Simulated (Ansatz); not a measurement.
**1T-PtS2 bilayer (AA) in a perpendicular field**

Aim: how the 1T-PtS2 bilayer (AA) screens a field along its normal, and what the field does to its bands. A positive field points along +c.

Method: plane-wave DFT, PBE-D3(BJ), Ansatz PAW, in Ansatz 0.2.0.

Report form: inputs, costs, results and the conclusion, without the logs.

## 1. The system as given

The cell holds 6 atoms: 4 S and 2 Pt. Its edges and angles: a = 3.570 Å, b = 3.570 Å, c = 45.028 Å, α = 90.0°, β = 90.0°, γ = 120.0°. Regions: layer 1: 1T-PtS2, 3 atoms (2 S and 1 Pt); layer 2: 1T-PtS2, 3 atoms (2 S and 1 Pt). Vacuum lies along c.

## 2. Relaxing the slab

The starting cell is a guess, so the in-plane lattice and the atoms are relaxed first, with the slab cut off from its images along the normal.

Contents of input.yaml:

```yaml
crystal:
  lattice:
    - [3.57, 0.0, 0.0]
    - [-1.785, 3.0917106915, 0.0]
    - [0.0, 0.0, 45.0281727883]
  atoms:
    - { symbol: S, position: [0.6666666667, 0.3333333333, 0.4219580503] }
    - { symbol: Pt, position: [0.0, 0.0, 0.4443227864] }
    - { symbol: S, position: [0.3333333333, 0.6666666667, 0.4666875224] }
    - { symbol: S, position: [0.6666666667, 0.3333333333, 0.5333124776] }
    - { symbol: Pt, position: [0.0, 0.0, 0.5556772136] }
    - { symbol: S, position: [0.3333333333, 0.6666666667, 0.5780419497] }
  periodic: [true, true, false]
kpoints:
  mp_grid: { grid: [12, 12, 1] }
hamiltonian:
  xc: pbe
  dispersion: d3bj
scf:
  occupations: { method: fermi_dirac, width: 0.05 }
  convergence: { dr2_threshold: 1.0e-09 }
relax:
  f_tol: 0.004
  max_steps: 90
  cell: {}
output:
  write_potential: true
  write_density: true
  volumetric_format: npy
```

The run is started by

```sh
> ansatz run input.yaml --threads 2 --pin off --max-ram 3072MiB --backend cpu --events-out ev --progress --plain --runs-dir out
```

It took 2.7 min on 2 threads of Arm Neoverse N1, shared host; peak memory 0.79 GiB.

The steps of the relaxation:

```
step  energy less that of the first step (eV)  largest force component (eV/Å)  volume (Å³)
   1                                   0.0000                          3.0862       496.99
   2                                  -1.2710                          0.4155       500.47
   3                                  -1.3114                          0.1537       491.47
   4                                  -1.3169                          0.0444       494.11
   5                                  -1.3174                          0.0184       494.13
   6                                  -1.3175                          0.0005       494.25
  7*                                  -1.3174                          0.0005       494.25
```

Relaxation steps marked * repeat the geometry before them on a plane-wave basis chosen anew for their cell, so energy and pressure can jump there.

The run keeps the 12 symmetry operations that the program found, so distortions that break them were not tested.

```
cell as run  before  after  change
      a (Å)   3.570  3.560  -0.3 %
      b (Å)   3.570  3.560  -0.3 %
```

The atoms that moved most (Å, along periodic axes as changes of fractional coordinates times the final cell, across vacuum about the mean position):

```
atom     dx     dy      dz  length
  S4  0.000  0.000  -0.337   0.337
  S3  0.000  0.000   0.337   0.337
 Pt2  0.000  0.000   0.134   0.134
 Pt5  0.000  0.000  -0.134   0.134
  S1  0.000  0.000  -0.101   0.101
  S6  0.000  0.000   0.101   0.101
```

The relaxed structure:

```cif
data_structure
_symmetry_space_group_name_H-M 'P 1'
_symmetry_Int_Tables_number 1
_cell_length_a 3.5601
_cell_length_b 3.5601
_cell_length_c 45.0282
_cell_angle_alpha 90.000
_cell_angle_beta 90.000
_cell_angle_gamma 120.000
_cell_volume 494.25
loop_
_atom_site_label
_atom_site_type_symbol
_atom_site_fract_x
_atom_site_fract_y
_atom_site_fract_z
_atom_site_occupancy
S1 S 0.66667 0.33333 0.41972 1
Pt2 Pt 0.00000 0.00000 0.44730 1
S3 S 0.33333 0.66667 0.47417 1
S4 S 0.66667 0.33333 0.52583 1
Pt5 Pt 0.00000 0.00000 0.55270 1
S6 S 0.33333 0.66667 0.58028 1
```

The lattice constant a goes from 3.570 to 3.560 Å.

## 3. Atoms held, field 0, start network

A sawtooth potential applies the field, turning back in the middle of the vacuum. With the dipole correction the typed value is the field outside the slab. The induced dipole is small, so the SCF threshold is tight.

The cell differs from the one that the last finished run ended in (c 45.028 → 25.229 Å).

Contents of input.yaml:

```yaml
crystal:
  lattice:
    - [3.5601270209, 0.0, 0.0]
    - [-1.7800635104, 3.0831604408, 0.0]
    - [0.0, 0.0, 25.2294019534]
  atoms:
    - { symbol: S, position: [0.6666666667, 0.3333333333, 0.3567266484] }
    - { symbol: Pt, position: [0.0, 0.0, 0.4059394459] }
    - { symbol: S, position: [0.3333333333, 0.6666666667, 0.453894096] }
    - { symbol: S, position: [0.6666666667, 0.3333333333, 0.546105904] }
    - { symbol: Pt, position: [0.0, 0.0, 0.5940605541] }
    - { symbol: S, position: [0.3333333333, 0.6666666667, 0.6432733516] }
kpoints:
  mp_grid: { grid: [18, 18, 1] }
  band_path:
    path: [[0, 0, 0], [0.5, 0, 0], [0.33333333, 0.33333333, 0], [0, 0, 0]]
    npoints: 16
hamiltonian:
  xc: pbe
  dispersion: d3bj
scf:
  occupations: { method: fermi_dirac, width: 0.02585 }
  convergence: { dr2_threshold: 1.0e-10 }
efield:
  axis: 3
  dipole_correction: true
  ramp_position: 0.97
  ramp_width: 0.06
  amplitude: 0
output:
  dos: { projected: true, e_range: [-6, 5] }
  write_potential: true
  write_density: true
  volumetric_format: npy
  elf: true
```

The job ended after 59 s (2 threads; peak memory 0.69 GiB; 2 min of CPU time).

This step gave:

```
dipole along the normal            : 1.40e-6 e·Å
gap along the path                 : 0.7709 eV
smallest direct gap along the path : 1.202 eV
ionisation energy, upper face      : 5.506 eV
electron affinity, upper face      : 4.735 eV
gap, the smaller of path and mesh  : 0.7709 eV
```

Running mean over a fixed 2.7 Å (it still follows the layers) of the planar mean; the ramp of the sawtooth is left out. The electron's electrostatic potential energy less the Fermi level by z:

```
z (Å)  electron's electrostatic potential energy less the Fermi level (eV)
    4                                                                 5.12
    5                                                                 5.12
    6                                                                 5.09
    7                                                                 4.48
    8                                                                0.561
    9                                                                -5.83
   10                                                                -10.4
   11                                                                -8.92
   12                                                                -3.41
   13                                                                -2.84
   14                                                                -7.70
   15                                                                -10.5
   16                                                                -7.41
   17                                                               -0.648
   18                                                                 3.86
   19                                                                 5.06
   20                                                                 5.12
   21                                                                 5.12
   22                                                                 5.12
```

The density of states has structure finer than the step of the table below, so its rows give means over 0.25 eV. Peaks (eV: height): -4.790: 11.7, -3.570: 12.0, -3.380: 13.4, -3.300: 24.5, -1.670: 11.6, -1.370: 14.7, 1.310: 11.6.

Density of states against energy, zero at the Fermi level of the run, which the smearing sets inside the gap; means over each step:

```
energy (eV)  density of states (states/eV a cell)
      -5.75                                  6.10
      -5.50                                  3.00
      -5.25                                  4.19
      -5.00                                  6.43
      -4.75                                  9.28
      -4.50                                  6.09
      -4.25                                  3.40
      -4.00                                 0.996
      -3.75                                  2.02
      -3.50                                  8.75
      -3.25                                  9.29
      -3.00                                  3.73
      -2.75                                  4.06
      -2.50                                  5.68
      -2.25                                  5.55
      -2.00                                  6.35
      -1.75                                  6.57
      -1.50                                  6.77
      -1.25                                  2.50
      -1.00                                  1.54
      -0.75                                 0.667
      -0.50                                  1.01
      -0.25                                     0
       0.00                                     0
       0.25                               0.00534
       0.50                                  4.00
       0.75                                  2.78
       1.00                                  5.82
       1.25                                  7.31
       1.50                                  6.42
       1.75                                  4.58
       2.00                                  1.47
       2.25                                0.0295
```

Projected DOS per atom over height of the atomic layer and energy from the Fermi level. Layers: S Pt S S Pt S from below.

Values in states/eV, 22 rows by 6 columns, each cell a mean:
```
0.05 0.05 0.06 0.06 0.05 0.05
0.67 0.63 0.78 0.78 0.63 0.67
1.08 1.02 1.21 1.21 1.02 1.08
0.87 0.88 0.87 0.87 0.88 0.87
0.68 0.69 0.47 0.47 0.69 0.68
0.05 0.05 0.03 0.03 0.05 0.05
0.00 0.00 0.00 0.00 0.00 0.00
0.11 0.05 0.19 0.19 0.05 0.11
0.22 0.11 0.19 0.19 0.11 0.22
0.64 0.32 0.45 0.45 0.32 0.64
1.36 0.81 1.15 1.15 0.81 1.36
1.01 0.93 0.92 0.92 0.93 1.01
1.01 1.07 0.79 0.79 1.07 1.01
0.59 0.84 0.53 0.53 0.84 0.59
0.75 1.96 0.67 0.67 1.96 0.75
0.43 2.92 0.56 0.56 2.92 0.43
0.14 0.29 0.14 0.14 0.29 0.14
0.26 1.42 0.28 0.28 1.42 0.26
0.77 2.30 0.94 0.94 2.30 0.77
0.89 1.64 0.51 0.51 1.64 0.89
0.52 0.83 0.26 0.26 0.83 0.52
0.75 1.26 0.86 0.86 1.26 0.75
```
Columns: height of the atomic layer (Å) from 9 to 16.2 (not evenly spaced); rows upwards: energy from the Fermi level (eV) from -5.96 to 2.32.

The electronic bands at the labelled points (eV, zero at the Fermi level of the run, which the smearing sets inside the gap):

```
  point  band 27  band 28  band 29  band 30  band 31  band 32  band 33  band 34
      Γ    -1.74    -1.50    -1.50    -0.66     1.67     1.67     2.15     2.15
halfway    -1.87    -1.59    -1.53    -0.99     0.39     1.18     1.19     1.78
      M    -3.16    -2.97    -2.88    -2.01     1.27     1.35     1.75     2.03
halfway    -2.72    -2.38    -2.10    -1.71     0.91     1.02     1.24     1.83
      K    -2.23    -2.23    -1.87    -1.87     0.57     0.57     1.48     1.48
halfway    -1.91    -1.63    -1.56    -0.97     0.62     0.87     0.96     1.57
      Γ    -1.74    -1.50    -1.50    -0.66     1.67     1.67     2.15     2.15
```

ELF in the ca plane at fractional y = 0.000, with atoms of Pt within 0.2 Å of it. It is the smooth field of the valence electrons, not physical close to the nuclei.

Ten even steps from '0' (0.00) to '9' (0.70), each cell a mean:
```
00000000000000000001358998642000135799964210
00000000000000000012334775432100133467643321
00000000000000001356764334566311466433356764
00000000000000014789985324798522798632479998
00000000000000024799986224799623798632379999
00000000000000013578875334687412687633468886
00000000000000000134544554454201344445445432
00000000000000000001346897532000134689753210
00000000000000000001369999742000135899984210
```
Columns run along c (16.0 Å, from fractional 0.06 to 0.70 of the cell), rows up along a (3.6 Å). Atoms in or near the plane, at fractional coordinates: Pt at (0.41, 0.00), Pt at (0.59, 0.00).

Valence density in the ca plane at fractional y = 0.000, with atoms of Pt within 0.2 Å of it. It is the smooth field of the valence electrons, not physical close to the nuclei.

Ten steps, logarithmic in the rise over the least value, from '0' (0 e/Å³) to '9' (11 e/Å³), each cell a mean:
```
00000000000000000001247998631000024799863100
00000000000000000001235776421100123567642110
00000000000000000011233343322111122334332210
00000000000000000012332222332211223222233221
00000000000000000012332222332211233222223221
00000000000000000012233333322111223333333211
00000000000000000001234554321100123455432210
00000000000000000001236887521000123688753100
00000000000000000001248999631000024799963100
```
Columns run along c (16.0 Å, from fractional 0.06 to 0.70 of the cell), rows up along a (3.6 Å). Atoms in or near the plane, at fractional coordinates: Pt at (0.41, 0.00), Pt at (0.59, 0.00).

Electrostatic potential energy in the ca plane at fractional y = 0.000, with atoms of Pt within 0.2 Å of it. With pseudopotentials it is smooth inside the atoms' cores, unlike the true potential.

Ten even steps from '0' (-67 eV) to '9' (7 eV), each cell a mean:
```
99999999999999999999972000589999998300058999
99999999999999999999986325799999998632479999
99999999999999999999998888999999999888899999
99999999999999999999889999989999988999998999
99999999999999999999889999888999988999998899
99999999999999999999999999999999999999999999
99999999999999999999998667899999999866789999
99999999999999999999984102699999998510168999
99999999999999999999971000489999997200048999
```
Columns run along c (16.0 Å, from fractional 0.06 to 0.70 of the cell; values clipped at the 3rd and 97th percentile), rows up along a (3.6 Å). Atoms in or near the plane, at fractional coordinates: Pt at (0.41, 0.00), Pt at (0.59, 0.00).

The gap is 0.77 eV, with the valence edge 5.51 eV and the conduction edge 4.73 eV under the upper vacuum level. Spin-orbit coupling, left out in this run, matters for the bands of elements this heavy.

## 4. Single point, field 0.1 V/Å

Changes to input.yaml since step 3:

```diff
@@ -26,7 +26,6 @@
   dipole_correction: true
-  ramp_position: 0.97
-  ramp_width: 0.06
-  amplitude: 0
+  ramp_position: 0.9505
+  ramp_width: 0.0991
+  amplitude: 0.1
 output:
-  dos: { projected: true, e_range: [-6, 5] }
   write_potential: true
@@ -34,2 +33 @@
   volumetric_format: npy
-  elf: true
```

Wall time 68 s (2 threads); peak memory 0.68 GiB.

The dipole is 0.0540 e·Å, and the gap 0.771 eV.

## 5. Atoms held, field -0.1 V/Å

Changes to input.yaml since step 4:

```diff
@@ -28,3 +28,3 @@
   ramp_width: 0.0991
-  amplitude: 0.1
+  amplitude: -0.1
 output:
```

Run time: 68 s. Hardware: 2 threads; peak memory 0.68 GiB.

The dipole is -0.0540 e·Å, and the gap 0.771 eV.

## 6. Single point, field 0.2 V/Å

Changes to input.yaml since step 5:

```diff
@@ -28,3 +28,3 @@
   ramp_width: 0.0991
-  amplitude: -0.1
+  amplitude: 0.2
 output:
```

Wall time 67 s (2 threads); peak memory 0.68 GiB; 2.2 min of CPU time.

The dipole is 0.108 e·Å, and the gap 0.769 eV.

## 7. Single point, field 0.3 V/Å

Changes to input.yaml since step 6:

```diff
@@ -26,5 +26,5 @@
   dipole_correction: true
-  ramp_position: 0.9505
-  ramp_width: 0.0991
-  amplitude: 0.2
+  ramp_position: 0.9476
+  ramp_width: 0.1048
+  amplitude: 0.3
 output:
```

The job ended after 65 s (2 threads; peak memory 0.68 GiB; 2.1 min of CPU time).

The dipole is 0.162 e·Å, and the gap 0.768 eV.

## 8. Response, atoms held

This step: plane-wave DFT, PBE-D3(BJ), Ansatz PAW; response to a field along the normal, atoms held (Ansatz 0.2.0).

The dipoles give the slope, and the difference of two potentials shows where the field is screened.

This step gave:

* equivalent conductor thickness p/(ε₀AE): 8.902 Å
* distance between the outer atoms: 7.229 Å

Table of dipole of the cell by applied field:

```
applied field (V/Å)  dipole of the cell (e·Å)
             -0.100                   -0.0540
              0.000                    1.4e-6
              0.100                    0.0540
              0.200                     0.108
              0.300                     0.162
```

Local field over the applied field, running mean. From the potentials at -0.1 and 0.1 V/Å; running mean over 2.8 Å. Local field over applied field against z:

z (Å), local field over applied field and a bar:
```
        5      0.996 ##############################
        6      0.965 #############################
        7      0.810 ########################
        8      0.506 ###############
        9      0.197 #####
       10      0.040 
       11      0.048 #
       12      0.090 ##
       13      0.097 ##
       14      0.059 #
       15      0.031 
       16      0.143 ###
       17      0.429 ############
       18      0.748 ######################
       19      0.946 ############################
       20      0.993 ##############################
       21      0.999 ##############################
```

Electrons, planar mean, per unit field. The induced electron density by z:

```
z (Å)  induced electron density (e/Å³ per V/Å)
  4.5                                   4.7e-6
  5.0                                   1.5e-5
  5.5                                   4.6e-5
  6.0                                   1.4e-4
  6.5                                   3.8e-4
  7.0                                   9.6e-4
  7.5                                  0.00218
  8.0                                  0.00337
  8.5                                  0.00220
  9.0                                  0.00137
  9.5                                   3.3e-4
 10.0                                  -5.0e-5
 10.5                                  -3.3e-6
 11.0                                  -2.1e-4
 11.5                                  -7.9e-4
 12.0                                  -3.7e-4
 12.5                                  -1.5e-4
 13.0                                   3.5e-4
 13.5                                   5.3e-4
 14.0                                   6.8e-4
 14.5                                  -1.6e-4
 15.0                                   2.9e-5
 15.5                                   1.7e-4
 16.0                                 -0.00114
 16.5                                 -0.00154
 17.0                                 -0.00314
 17.5                                 -0.00286
 18.0                                 -0.00144
 18.5                                  -5.8e-4
 19.0                                  -2.2e-4
 19.5                                  -7.6e-5
 20.0                                  -2.5e-5
 20.5                                  -8.1e-6
 21.0                                  -2.5e-6
```

The smaller of the gaps on the path and on the k-mesh, counted as 0 under 0.03 eV. Table of gap by applied field:

```
applied field (V/Å)  gap (eV)
             -0.100     0.771
              0.000     0.771
              0.100     0.771
              0.200     0.769
              0.300     0.768
```

By hand: between -0.1 and 0.1 V/Å the dipole changes by 0.1080 e·Å, a slope of 0.5400 e·Å²/V. A perfect conductor of thickness t has p = ε₀AEt, so t = 180.95 × 0.5400 / 10.976 = 8.90 Å (e/ε₀ = 180.95 V·Å, A in Å²).

The induced dipole is that of a conductor 8.90 Å thick.

## 9. What came out

```yaml
gap_without_field: 0.771 eV
ionisation_energy_upper_face: 5.51 eV
electron_affinity_upper_face: 4.73 eV
equivalent_conductor_thickness_atoms_held: 8.90 Å
```

**Reading.** The induced dipole equals that of a perfect conductor 8.90 Å thick, while the outer atoms lie 7.23 Å apart; an out-of-plane ε follows only once a thickness t is chosen, by 1 − 1/ε = 8.90 Å / t. The gap stays within 0.01 eV of 0.77 eV over the fields run, up to 0.3 V/Å in size. Semilocal functionals give gaps that are too small, and excitons are not included. Spin-orbit coupling is left out, which matters for the bands of elements this heavy.

[Long decimals in the printed logs are rounded to 6 places.]

[Logs are printed without paths, hosts, clocks, repeated set-up lines and the standing remarks that a program may print on its own settings, such as how far it seeks lower states.]

[Hosts, paths, dates, database ids (printed as entryN), source tags and the programs' standing remarks are cut or masked in the printed files.]

[Maps of the electrostatic potential energy from Ansatz leave out the sawtooth potential of an applied field or a dipole correction, so their vacuum need not be flat; planar profiles and work functions include it.]

[The density of states shown here was stored with 400 of the rows of the run's finer table, so its peaks can read low, often by over a quarter, or be missed, and its means over a window can be off by a tenth or more.]
